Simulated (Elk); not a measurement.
# E(q) of MnAu

Aim: the energy of spin spirals in MnAu along a path of wavevectors.

Main program and level: Elk 11.2.3 (patched build); LDA (Perdew-Wang); all-electron APW+lo, Dirac cores, scalar-relativistic bands.

## 1. Set-up

The structure is tetragonal, space group P4/mmm (No. 123). The conventional cell has a = 3.189 Å, b = 3.189 Å, c = 3.310 Å, α = 90.00°, β = 90.00°, γ = 90.00°. Nearest to Mn lie 8 Au at 2.80 Å. Nearest to Au lie 8 Mn at 2.80 Å. Farther neighbours are not listed.

The cell comes from a database of computed structures and need not be the stable phase.

## 2. Run at q = 0

The energies of all spirals count from this run, made with the same spinor basis and mesh so that errors cancel.

The moments start as ferro +, on a cone 30° from z.

Moments are seeded by fields in the spheres (the last three columns under atoms), set against the wanted direction and reduced each loop.

File elk.in:

```
tasks
  0
  33
  73

xctype
  3

rgkmax
  7.0

nempty
  14

swidth
  0.005

reducebf
  0.5

epsengy
  1e-06

maxscl
  100

lmaxi
  3

spinsprl
  .true.

spinpol
  .true.

vqlss
  0.000000 0.000000 0.000000

sppath
  './'

avec
  6.02581693675 0.00000000000 0.00000000000
  0.00000000000 6.02581693675 0.00000000000
  0.00000000000 0.00000000000 6.25473458003

atoms
  2
  'Mn.in'
  1
  0.5000000000 0.5000000000 0.5000000000   -0.131250 0.000000 -0.227332
  'Au.in'
  1
  0.0000000000 0.0000000000 0.0000000000   0.000000 0.000000 0.000000

ngridk
  8 8 8

plot3d
  0 0 0
  1 0 0
  0 1 0
  0 0 1
  16 16 17
```

Started as:

```bash
$ OMP_NUM_THREADS=4 elk
```

Numbers of over 12 decimals in the logs are rounded to 6 here.

What it wrote:

```text
┌─────────────────────────┐
│ Elk code version 11.2.3 │
└─────────────────────────┘

All units are atomic (Hartree, Bohr, etc.)

┌─────────────────────────────────────────────────┐
│ Ground-state run starting from atomic densities │
└─────────────────────────────────────────────────┘

Lattice vectors :
   6.025816937       0.000000000       0.000000000
   0.000000000       6.025816937       0.000000000
   0.000000000       0.000000000       6.254734580

Reciprocal lattice vectors :
   1.042710951       0.000000000       0.000000000
   0.000000000       1.042710951       0.000000000
   0.000000000       0.000000000       1.004548671

Unit cell volume      :    227.1123508
Brillouin zone volume :    1.092191651

Muffin-tin inner radius fraction :   0.1000000000E-01

Nuclei treated as point charges

Species : 1 (Mn)
 parameters loaded from : Mn.in
 name : manganese
 nuclear charge    :   -25.00000000
 electronic charge :    25.00000000
 atomic mass :    100145.9370
 muffin-tin radius :    2.400000000
 number of radial points in muffin-tin :    497
 inner part over the whole radius :   0.9798345621E-02
 number on inner part of muffin-tin    :    350
 approximate nuclear radius :   0.7074591925E-04
 number of mesh points to nuclear radius :    165
 atomic positions (lattice), magnetic fields (Cartesian) :
  1 :   0.00000000  0.00000000  0.00000000   -0.13125000  0.00000000 -0.22733200

Species : 2 (Au)
 parameters loaded from : Au.in
 name : gold
 nuclear charge    :   -79.00000000
 electronic charge :    79.00000000
 atomic mass :    359048.0562
 muffin-tin radius :    2.800000000
 number of radial points in muffin-tin :    697
 inner part over the whole radius :   0.9813084931E-02
 number on inner part of muffin-tin    :    500
 approximate nuclear radius :   0.1033733540E-03
 number of mesh points to nuclear radius :    262
 atomic positions (lattice), magnetic fields (Cartesian) :
  1 :   0.50000000  0.50000000  0.50000000    0.00000000  0.00000000  0.00000000

Total number of atoms per unit cell :    2
Total muffin-tin volume :    149.8581584
 ratio of muffin-tin to unit cell volume :   0.6598415183

Spin treatment :
 spin-polarised
 global magnetic field (Cartesian) :    0.000000000       0.000000000       0.000000000
 non-collinear magnetisation
 spin-spiral state assumed
  q-vector (lattice)   :    0.000000000       0.000000000       0.000000000
  q-vector (Cartesian) :    0.000000000       0.000000000       0.000000000
  q-vector length      :    0.000000000

Number of Bravais lattice symmetries :   16
Number of crystal symmetries         :   16
Crystal has inversion symmetry
Real symmetric eigensolver will be used

k-point grid :      8     8     8
k-point offset :    0.000000000       0.000000000       0.000000000
k-point set is reduced with full crystal symmetry group
Total number of k-points :       75

Muffin-tin radius times maximum |G+k| :    7.000000000
 using average radius
Maximum |G+k| for APW functions       :    2.692307692
Maximum (1/2)|G+k|²                   :    3.624260355
Maximum |G| for potential and density :    12.00000000
Constant for pseudocharge density :    8
 order of it for each species :   15  15
 order of it for pair densities of each species (exact exchange by exxq0 0: 15) :    8  11
Radial integration step length :    1

G-vector grid sizes :     24    24    24
Number of G-vectors :     6651

Maximum angular momentum used for
 APW functions            :    8
 outer part of muffin-tin :    6
 inner part of muffin-tin :    3

Total nuclear charge    :   -104.0000000
Total core charge       :    58.00000000
Total valence charge    :    46.00000000
Total excess charge     :    0.000000000
Total electronic charge :    104.0000000

Effective Wigner radius, rₛ :   0.8048339134

Number of empty states         :     28
Total number of valence states :    104
Total number of core states    :     58

Third-order local-orbitals added for an l without core states : T
Total number of local-orbitals :     61

Exchange-correlation functional :      3     0     0
 Perdew-Wang/Ceperley-Alder, Phys. Rev. B 45, 13244 (1992)
 gradient requirement :    0
 local density approximation (LDA)

Smearing type :    3
 Fermi-Dirac
Smearing width :   0.5000000000E-02
Effective electronic temperature (K) :    1578.875124

Mixing type :    3
 Broyden mixing, J. Phys. A: Math. Gen. 17, L317 (1984)

Kohn-Sham potential initialised from atomic data

┌──────────────────────────────┐
│ Self-consistent loop started │
└──────────────────────────────┘

┌─────────────────┐
│ Loop number : 1 │
└─────────────────┘

Energies :
 Fermi                       :     0.100558
 sum of occupied eigenvalues :     -12392.554129304
 electron kinetic            :      23027.764175263
 core electron kinetic       :      22033.362394760
 Coulomb                     :     -42816.504450403
 Coulomb potential           :     -34915.626838760
 nuclear-nuclear             :     -1855.7348692443
 electron-nuclear            :     -47051.644138817
 Hartree                     :      6090.8745576587
 Madelung                    :     -25358.691031022
 xc potential                :     -504.55598023210
 xc effective B-field        :    -0.147688
 external B-field            :      0.000000
 exchange                    :     -394.23075091070
 correlation                 :     -10.375412677312
 electron entropic           :    -0.82986624033821E-02
 total energy                :     -20193.354737390
 (external B-field energy excluded from total)

Density of states at Fermi energy :    103.0774656
 (states/Hartree/unit cell)

Estimated indirect band gap :   0.3561095578E-03
 from k-point 53 to k-point 28
Estimated direct band gap   :   0.2596338088E-02
 at k-point 28

Charges :
 core                        :    58.00000000
 valence                     :    46.00000000
 interstitial                :    2.152419452
 muffin-tins (core leakage)
  species : 1 (Mn)
   atom 1                    :    24.65516285     ( -0.3595730940E-05)
  species : 2 (Au)
   atom 1                    :    77.19241770     (  0.1057174595E-03)
 total in muffin-tins        :    101.8475805
 total calculated charge     :    103.9997963
 total charge                :    104.0000000
 error                       :   0.2036797494E-03

Moments :
 interstitial                :   0.1894916274E-01  0.4012291076E-11  0.3282102719E-01
 muffin-tins
  species : 1 (Mn)
   atom 1                    :    1.450998158      0.8467848942E-11   2.513207515
  species : 2 (Au)
   atom 1                    :   0.1802671357      0.3278879110E-10  0.3122328063
 total in muffin-tins        :    1.631265293      0.4125664004E-10   2.825440322
 total moment                :    1.650214456      0.4526893112E-10   2.858261349

┌─────────────────┐
│ Loop number : 2 │
└─────────────────┘

Energies :
 Fermi                       :     0.103381
 sum of occupied eigenvalues :     -12392.838739133
 electron kinetic            :      23028.060295790
 core electron kinetic       :      22033.159943716
 Coulomb                     :     -42817.310984229
 Coulomb potential           :     -34913.123014300
 nuclear-nuclear             :     -1855.7348692443
 electron-nuclear            :     -47055.820825244
 Hartree                     :      6094.2447102588
 Madelung                    :     -25360.749477079
 xc potential                :     -507.63560416215
 xc effective B-field        :    -0.156734
 external B-field            :      0.000000
 exchange                    :     -394.23874234259
 correlation                 :     -10.374358524572
 electron entropic           :    -0.78089955774152E-02
 total energy                :     -20193.871598302
 (external B-field energy excluded from total)

Density of states at Fermi energy :    96.86822560
 (states/Hartree/unit cell)

Estimated indirect band gap :   0.6910785031E-04
 from k-point 33 to k-point 5
Estimated direct band gap   :   0.3749125624E-02
 at k-point 22

Charges :
 core                        :    58.00000000
 valence                     :    46.00000000
 interstitial                :    2.145076316
 muffin-tins (core leakage)
  species : 1 (Mn)
   atom 1                    :    24.52131350     ( -0.3595730737E-05)
  species : 2 (Au)
   atom 1                    :    77.33361019     (  0.1050007696E-03)
 total in muffin-tins        :    101.8549237
 total calculated charge     :    103.9998057
 total charge                :    104.0000000
 error                       :   0.1943391812E-03

Moments :
 interstitial                :   0.2292642852E-01 -0.1780841605E-07  0.3970989311E-01
 muffin-tins
  species : 1 (Mn)
   atom 1                    :    1.497168421     -0.1250208258E-06   2.593177104
  species : 2 (Au)
   atom 1                    :   0.1624033007     -0.3188993617E-07  0.2812918181
 total in muffin-tins        :    1.659571722     -0.1569107620E-06   2.874468922
 total moment                :    1.682498150     -0.1747191780E-06   2.914178815

RMS change in Kohn-Sham potential (target) :   0.3421645015     (  0.1000000000E-05)
Absolute change in total energy (target)   :   0.5168609120     (  0.1000000000E-05)

[... loops 3 to 19 left out ...]

┌──────────────────┐
│ Loop number : 20 │
└──────────────────┘

Energies :
 Fermi                       :     0.254396
 sum of occupied eigenvalues :     -12387.507912724
 electron kinetic            :      23039.603175304
 core electron kinetic       :      22034.936278506
 Coulomb                     :     -42828.463630273
 Coulomb potential           :     -34889.573341366
 nuclear-nuclear             :     -1855.7348692443
 electron-nuclear            :     -47102.077544495
 Hartree                     :      6129.3487834660
 Madelung                    :     -25383.676959590
 xc potential                :     -537.28437572651
 xc effective B-field        :    -0.253371
 external B-field            :      0.000000
 exchange                    :     -394.67195247433
 correlation                 :     -10.373299016975
 electron entropic           :    -0.32957506767150E-02
 total energy                :     -20193.909002211
 (external B-field energy excluded from total)

Density of states at Fermi energy :    39.04359546
 (states/Hartree/unit cell)

Estimated indirect band gap :   0.1372467750E-02
 from k-point 29 to k-point 62
Estimated direct band gap   :   0.2956936260E-02
 at k-point 4

Charges :
 core                        :    58.00000000
 valence                     :    46.00000000
 interstitial                :    1.992469616
 muffin-tins (core leakage)
  species : 1 (Mn)
   atom 1                    :    23.61211254     ( -0.3595731149E-05)
  species : 2 (Au)
   atom 1                    :    78.39541784     (  0.9221771059E-04)
 total in muffin-tins        :    102.0075304
 total calculated charge     :    103.9998287
 total charge                :    104.0000000
 error                       :   0.1713163602E-03

Moments :
 interstitial                :   0.6252432009E-01 -0.3521652639E-05  0.1083026704
 muffin-tins
  species : 1 (Mn)
   atom 1                    :    1.905493175     -0.1488879056E-03   3.300457905
  species : 2 (Au)
   atom 1                    :   0.3914946977E-01 -0.9437174753E-05  0.6781628065E-01
 total in muffin-tins        :    1.944642645     -0.1583250804E-03   3.368274186
 total moment                :    2.007166965     -0.1618467330E-03   3.476576856

RMS change in Kohn-Sham potential (target) :   0.7713382220E-07 (  0.1000000000E-05)
Absolute change in total energy (target)   :   0.9819996194E-07 (  0.1000000000E-05)

Convergence targets achieved

┌──────────────────┐
│ Loop number : 21 │
└──────────────────┘

Energies :
 Fermi                       :     0.254396
 sum of occupied eigenvalues :     -12387.507916062
 electron kinetic            :      23039.603173413
 core electron kinetic       :      22034.936277979
 Coulomb                     :     -42828.463631439
 Coulomb potential           :     -34889.573340135
 nuclear-nuclear             :     -1855.7348692443
 electron-nuclear            :     -47102.077548234
 Hartree                     :      6129.3487860391
 Madelung                    :     -25383.676961372
 xc potential                :     -537.28437845311
 xc effective B-field        :    -0.253371
 external B-field            :      0.000000
 exchange                    :     -394.67195238370
 correlation                 :     -10.373299028399
 electron entropic           :    -0.32957515292166E-02
 total energy                :     -20193.909005189
 (external B-field energy excluded from total)

Density of states at Fermi energy :    39.04360222
 (states/Hartree/unit cell)

Estimated indirect band gap :   0.1372300610E-02
 from k-point 29 to k-point 62
Estimated direct band gap   :   0.2956736570E-02
 at k-point 4

Charges :
 core                        :    58.00000000
 valence                     :    46.00000000
 interstitial                :    1.992469614
 muffin-tins (core leakage)
  species : 1 (Mn)
   atom 1                    :    23.61211231     ( -0.3595730877E-05)
  species : 2 (Au)
   atom 1                    :    78.39541807     (  0.9221771615E-04)
 total in muffin-tins        :    102.0075304
 total calculated charge     :    103.9998287
 total charge                :    104.0000000
 error                       :   0.1713163286E-03

Moments :
 interstitial                :   0.6252385614E-01 -0.3932365494E-05  0.1083019521
 muffin-tins
  species : 1 (Mn)
   atom 1                    :    1.905491577     -0.1614064453E-03   3.300457716
  species : 2 (Au)
   atom 1                    :   0.3914936593E-01 -0.9693955102E-05  0.6781615844E-01
 total in muffin-tins        :    1.944640943     -0.1711004004E-03   3.368273875
 total moment                :    2.007164799     -0.1750327659E-03   3.476575827

┌──────────────────────────────┐
│ Self-consistent loop stopped │
└──────────────────────────────┘

Wrote STATE.OUT
```

The job ended after 2 min (4 threads of Arm Neoverse V2, shared host; peak memory 0.23 GiB; 7.5 min of CPU time).

This step gave:

* density of states at the Fermi level: 1.435 states/eV/cell
* moment between the spheres: 0.06252, 0, 0.1083 μB
* magnetization: 2.007, 0, 3.477 μB
* final state: ferromagnetic
* largest moment: 3.811 μB

After 21 cycles the largest moment stands at 3.81 μB.

[end of part 1 of 2]

[Logs and program files are shortened in this print: banners, set-up blocks, solver, clock and traceback lines can be left out without a mark of their own.]

[Logs are printed without paths, hosts, clocks, repeated set-up lines and the standing remarks that a program may print on its own settings, such as how far it seeks lower states.]

[Hosts, paths, dates, database ids (printed as entryN), source tags and the programs' standing remarks are cut or masked in the printed files.]

[Where a cell is said to come from a database of computed structures, the database is the Materials Project.]
